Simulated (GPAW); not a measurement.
## A GW chain in GPAW: ScHO2 (R-3m)

How does a plane-wave GW calculation on ScHO2 (R-3m) run from the first input to the gap?

Program: GPAW 26.7.0. Level of theory: LDA and many-body steps on it, plane waves. Results are calculated unless marked as measured.

Most raw output is cut from this account.

### 1. Starting point

It takes space group R-3m (No. 166, trigonal). The conventional cell has a = 3.233 Å, b = 3.233 Å, c = 13.593 Å, α = 90.00°, β = 90.00°, γ = 120.00°. Nearest to Sc lie 6 O at 2.14 Å. Nearest to H lie 2 O at 1.22 Å. Nearest to O lie 1 H at 1.22 Å and 3 Sc at 2.14 Å. Farther neighbours and most contacts between anions are not listed.

Structure file:

```cif
data_structure
_symmetry_space_group_name_H-M 'P 1'
_symmetry_Int_Tables_number 1
_cell_length_a 4.9004
_cell_length_b 4.9004
_cell_length_c 4.9004
_cell_angle_alpha 38.524
_cell_angle_beta 38.524
_cell_angle_gamma 38.524
_cell_volume 41.02
loop_
_atom_site_label
_atom_site_type_symbol
_atom_site_fract_x
_atom_site_fract_y
_atom_site_fract_z
_atom_site_occupancy
Sc1 Sc 0.00000 0.00000 0.00000 1
H2 H 0.50000 0.50000 0.50000 1
O3 O 0.58970 0.58970 0.58970 1
O4 O 0.41030 0.41030 0.41030 1
```

The cell and positions are those that the Materials Project relaxed with its own functionals (PBE, PBE+U or r2SCAN), kept fixed.

### 2. Ground state

This step: GPAW 26.7.0; DFT, LDA, plane waves, PAW.

The ground-state density comes first.

The input, run.py:

```python
import json
import numpy as np
from gpaw.mpi import world
from ase import Atoms
from gpaw import GPAW, PW, FermiDirac

atoms = Atoms(['Sc', 'H', 'O', 'O'],
    cell=[[1.6165890435, 0.9333381194, 4.5309241552],
      [-1.6165890435, 0.9333381194, 4.5309241552],
      [0.0000000000, -1.8666762389, 4.5309241552]],
    scaled_positions=[[0.0000000000, 0.0000000000, 0.0000000000],
      [0.5000000000, 0.5000000000, 0.5000000000],
      [0.5897010000, 0.5897010000, 0.5897010000],
      [0.4102990000, 0.4102990000, 0.4102990000]],
    pbc=(True, True, True))
calc = GPAW(mode=PW(600),
    xc='LDA',
    kpts={'size': (8, 8, 8), 'gamma': True},
    occupations=FermiDirac(0.001),
    nbands=-8,
    convergence={'density': 1e-6, 'bands': -3},
    maxiter=100,
    txt='gs.txt')
atoms.calc = calc
res = {'energy': atoms.get_potential_energy()}
kpts = calc.get_ibz_k_points()
res['kpts'] = kpts
res['eigenvalues'] = [calc.get_eigenvalues(kpt=k) for k in range(len(kpts))]
res['n_electrons'] = calc.get_number_of_electrons()
calc.write('gs.gpw')

if world.rank == 0:
    with open('result.json', 'w') as f:
        json.dump(res, f, default=lambda x: x.tolist())
```

Command:

```
> mpirun -n 4 gpaw python run.py
```

Wall time 20 s (4 MPI ranks of Arm Neoverse V1, shared host); peak memory 0.9 GiB.

Numbers from this step:

```
total energy               : -31.18 eV
gap                        : 3.860 eV
k of the valence top       : 0.125, 0, -0.125
k of the conduction bottom : 0.5, 0.5, 0
least direct gap           : 4.267 eV
```

The gap is indirect, with the least direct gap 0.41 eV higher.

### 3. Bands along the symmetry lines

Levels along a band path, at the cheap level, show where the edges lie and whether the meshes to come will hold them.

The input, run.py:

```python
import json
import numpy as np
from gpaw.mpi import world
from gpaw import GPAW

path = [[0.000000, 0.000000, 0.000000],
    [0.062500, 0.062500, 0.062500],
    [0.125000, 0.125000, 0.125000],
    [0.187500, 0.187500, 0.187500],
    [0.250000, 0.250000, 0.250000],
    [0.312500, 0.312500, 0.312500],
    [0.375000, 0.375000, 0.375000],
    [0.437500, 0.437500, 0.437500],
    [0.500000, 0.500000, 0.500000],
    [0.538131, 0.461869, 0.500000],
    [0.576261, 0.423739, 0.500000],
    [0.614392, 0.385608, 0.500000],
    [0.652522, 0.347478, 0.500000],
    [0.690653, 0.309347, 0.500000],
    [0.728783, 0.271217, 0.500000],
    [0.766914, 0.233086, 0.500000],
    [0.805045, 0.194955, 0.500000],
    [0.500000, -0.194955, 0.194955],
    [0.500000, -0.170586, 0.170586],
    [0.500000, -0.146217, 0.146217],
    [0.500000, -0.121847, 0.121847],
    [0.500000, -0.097478, 0.097478],
    [0.500000, -0.073108, 0.073108],
    [0.500000, -0.048739, 0.048739],
    [0.500000, -0.024369, 0.024369],
    [0.500000, 0.000000, 0.000000],
    [0.437500, 0.000000, 0.000000],
    [0.375000, 0.000000, 0.000000],
    [0.312500, 0.000000, 0.000000],
    [0.250000, 0.000000, 0.000000],
    [0.187500, 0.000000, 0.000000],
    [0.125000, 0.000000, 0.000000],
    [0.062500, 0.000000, 0.000000],
    [0.000000, 0.000000, 0.000000],
    [0.043435, -0.043435, 0.000000],
    [0.086869, -0.086869, 0.000000],
    [0.130304, -0.130304, 0.000000],
    [0.173739, -0.173739, 0.000000],
    [0.217174, -0.217174, 0.000000],
    [0.260608, -0.260608, 0.000000],
    [0.304043, -0.304043, 0.000000],
    [0.347478, -0.347478, 0.000000],
    [0.652522, 0.000000, 0.347478],
    [0.633457, 0.000000, 0.366543],
    [0.614392, 0.000000, 0.385608],
    [0.595326, 0.000000, 0.404674],
    [0.576261, 0.000000, 0.423739],
    [0.557196, 0.000000, 0.442804],
    [0.538131, 0.000000, 0.461869],
    [0.519065, 0.000000, 0.480935],
    [0.500000, 0.000000, 0.500000],
    [0.437500, 0.000000, 0.437500],
    [0.375000, 0.000000, 0.375000],
    [0.312500, 0.000000, 0.312500],
    [0.250000, 0.000000, 0.250000],
    [0.187500, 0.000000, 0.187500],
    [0.125000, 0.000000, 0.125000],
    [0.062500, 0.000000, 0.062500],
    [0.000000, 0.000000, 0.000000]]
calc = GPAW('gs.gpw').fixed_density(kpts=path,
    symmetry='off',
    nbands=22,
    convergence={'bands': 18},
    txt='bands.txt')
res = {}
kpts = calc.get_ibz_k_points()
res['kpts'] = kpts
res['eigenvalues'] = [calc.get_eigenvalues(kpt=k) for k in range(len(kpts))]
res['n_electrons'] = calc.get_number_of_electrons()

if world.rank == 0:
    with open('result.json', 'w') as f:
        json.dump(res, f, default=lambda x: x.tolist())
```

Command:

```
> mpirun -n 4 gpaw python run.py
```

Elapsed: 14 s, on 4 MPI ranks; peak memory 0.92 GiB.

This step gave:

```yaml
gap: 3.861 eV
k_of_the_valence_top: 0.1303, -0.1303, 0
k_of_the_conduction_bottom: 0.5, 0, 0.5
least_direct_gap: 4.530 eV
```

The gap is 3.861 eV, +0.001 eV from the run before at this level.

The electronic bands at the labelled points (eV, zero at the top of the highest filled band):

```csv
point,band 9,band 10,band 11,band 12,band 13,band 14,band 15,band 16
Γ,-2.25,-0.57,-0.57,-0.17,4.49,4.70,4.70,5.96
halfway,-2.40,-1.23,-0.33,-0.33,4.71,4.71,4.88,6.72
T,-2.52,-2.52,-0.12,-0.12,4.73,4.73,5.51,6.92
halfway,-2.23,-2.01,-1.08,-0.76,4.64,5.01,5.66,6.38
H2,-2.48,-2.25,-1.06,-1.00,4.76,5.06,5.61,7.34
jump to H0,-2.48,-2.25,-1.06,-1.00,4.76,5.06,5.61,7.34
halfway,-2.40,-1.50,-1.10,-1.00,4.55,5.39,5.50,7.27
L,-2.08,-1.29,-1.28,-0.81,4.21,5.45,5.85,7.56
halfway,-2.03,-1.99,-0.88,-0.16,4.38,5.06,5.37,7.25
Γ,-2.25,-0.57,-0.57,-0.17,4.49,4.70,4.70,5.96
halfway,-2.34,-1.69,-1.38,-0.07,4.50,4.89,5.63,7.04
S0,-2.59,-2.09,-1.09,-0.98,4.73,5.14,5.55,7.32
jump to S2,-2.59,-2.09,-1.09,-0.98,4.73,5.14,5.55,7.32
halfway,-2.46,-1.76,-1.42,-0.81,4.21,5.39,5.76,7.21
F,-2.50,-1.66,-1.29,-0.73,3.86,5.55,5.86,7.10
halfway,-1.93,-1.82,-1.00,-0.35,4.18,5.31,5.36,6.49
Γ,-2.25,-0.57,-0.57,-0.17,4.49,4.70,4.70,5.96
```

### 4. Empty states on the mesh, 4×4×4 mesh, 103 bands

The sums over transitions need many empty states on a uniform mesh; this step solves for them.

The input, run.py:

```python
import json
import numpy as np
from gpaw.mpi import world
from gpaw import GPAW

calc = GPAW('gs.gpw').fixed_density(kpts={'size': (4, 4, 4), 'gamma': True},
    parallel={'domain': 1, 'band': 1},
    txt='nscf.txt')
calc.diagonalize_full_hamiltonian(nbands=103)
calc.write('full.gpw', mode='all')
res = {}
kpts = calc.get_ibz_k_points()
res['kpts'] = kpts
res['eigenvalues'] = [calc.get_eigenvalues(kpt=k) for k in range(len(kpts))]
res['n_electrons'] = calc.get_number_of_electrons()

if world.rank == 0:
    with open('result.json', 'w') as f:
        json.dump(res, f, default=lambda x: x.tolist())
```

Command:

```
> mpirun -n 4 gpaw python run.py
```

Run time: 19 s. Hardware: 4 MPI ranks; peak memory 1.6 GiB.

Numbers from this step:

- gap: 3.981 eV
- k of the valence top: 0.5, 0.5, 0.5
- k of the conduction bottom: 0.5, 0.5, 0
- least direct gap: 4.530 eV
- k points computed: 13
- lowest point of the top converged band, above the valence top: 86.3012 eV

On this mesh the gap is 3.981 eV. The earlier step found 3.860 eV, so this mesh misses an edge.

### 5. Screening and self-energy, 4×4×4 mesh, 93 bands, screening to 100 eV

G0W0 replaces the xc potential by the self-energy, built once from these orbitals. Only a window of levels is corrected, while the sums run over the empty bands that the input names.

This step: G0W0 on LDA, plane waves, PAW.

The input, run.py:

```python
import json
import numpy as np
from gpaw.mpi import world
from gpaw.response.g0w0 import G0W0

gw = G0W0('full.gpw',
    filename='gw',
    kpts=[0, 4, 10, 12],
    bands=(10, 14),
    ecut=100,
    nbands=93,
    integrate_gamma='WS',
    ppa=True)
gw.calculate()
res = {mode: {k: v for k, v in r.items() if k != 'sigma_eskwn'}
       for mode, r in gw.all_results.items()}

if world.rank == 0:
    with open('result.json', 'w') as f:
        json.dump(res, f, default=lambda x: x.tolist())
```

Command:

```
> mpirun -n 4 gpaw python run.py
```

Elapsed: 68 s, on 4 MPI ranks; peak memory 1.5 GiB; 4.5 min of CPU time.

Numbers from this step:

- G0W0 gap on the mesh: 6.735 eV
- least direct G0W0 gap on the computed points: 7.207 eV
- Z at the valence top: 0.7903
- Z at the conduction bottom: 0.8115
- starting gap on the mesh: 3.981 eV
- k of the valence top: 0, 0, 0
- k of the conduction bottom: 0.5, 0.5, 0

The gap on the mesh goes from 3.98 eV to 6.74 eV, a correction of +2.75 eV. The start differs from the 3.86 eV found before because the two sample other k points.

Limits: finite bands, cutoff and mesh. v1 is the top filled band, c1 the lowest empty one. The levels before and after the correction (eV, zero at the valence-band top of each column):

```csv
,conduction bottom,valence top
Kohn-Sham,3.98,0.00
G0W0,6.74,0.00
```

```csv
,level,energy (eV)
Kohn-Sham,Γ v2,-0.452
Kohn-Sham,Γ v1,-0.045
Kohn-Sham,Γ c1,4.606
Kohn-Sham,Γ c2,4.816
Kohn-Sham,(0.5 0.5 0) v2,-1.169
Kohn-Sham,(0.5 0.5 0) v1,-0.612
Kohn-Sham,(0.5 0.5 0) c1,3.981
Kohn-Sham,(0.5 0.5 0) c2,5.675
G0W0,Γ v2,-0.617
G0W0,Γ v1,0.000
G0W0,Γ c1,7.207
G0W0,Γ c2,7.989
G0W0,(0.5 0.5 0) v2,-1.478
G0W0,(0.5 0.5 0) v1,-0.692
G0W0,(0.5 0.5 0) c1,6.735
G0W0,(0.5 0.5 0) c2,8.930
```

### 6. Where the time went

Times are wall times on 4 MPI ranks of Arm Neoverse V1, shared host, good to a factor of about two.

```csv
step,time,share,memory (GiB)
ground state,20 s,16 %,0.9
bands along the symmetry lines,14 s,12 %,0.92
empty states on the mesh,19 s,15 %,1.6
screening and self-energy,68 s,56 %,1.5
```

### 7. What came out

* LDA gap: 3.86 eV, indirect
* G0W0 gap on the mesh: 6.74 eV
* G0W0 gap over the zone (rigid shift): 6.61 eV
* GW settings: 4×4×4 mesh, 93 bands, screening to 100 eV, Godby-Needs plasmon pole
* known limits: not at the basis limit

**Reading.** G0W0 moves the gap on the mesh from 3.98 eV to 6.74 eV (+2.75 eV), with Z of 0.79 and 0.81 at the edges. The mesh misses the band edges by 0.12 eV in all; a rigid shift gives 6.61 eV for the zone. The dearest step here is «screening and self-energy». Bands and cutoff are finite, so the gap is not at the basis limit. The miss can reach some tenths of an eV and take either sign; the mesh is an error of its own. These stock PAW sets were not made for GW. A denser mesh or path gives a starting gap of 3.86 eV: the GW mesh misses a band edge, so its gaps are not the fundamental one.

[Paths, hosts, dates, memory and timing lines, banners, echoed tables and standing remarks are left out of the program output.]

[Logs are printed without paths, hosts, clocks, repeated set-up lines and the standing remarks that a program may print on its own settings, such as how far it seeks lower states.]

[Runs of the session that timed out or met a known fault of the program may be left out.]

[Hosts, paths, dates, database ids (printed as entryN), source tags and the programs' standing remarks are cut or masked in the printed files.]
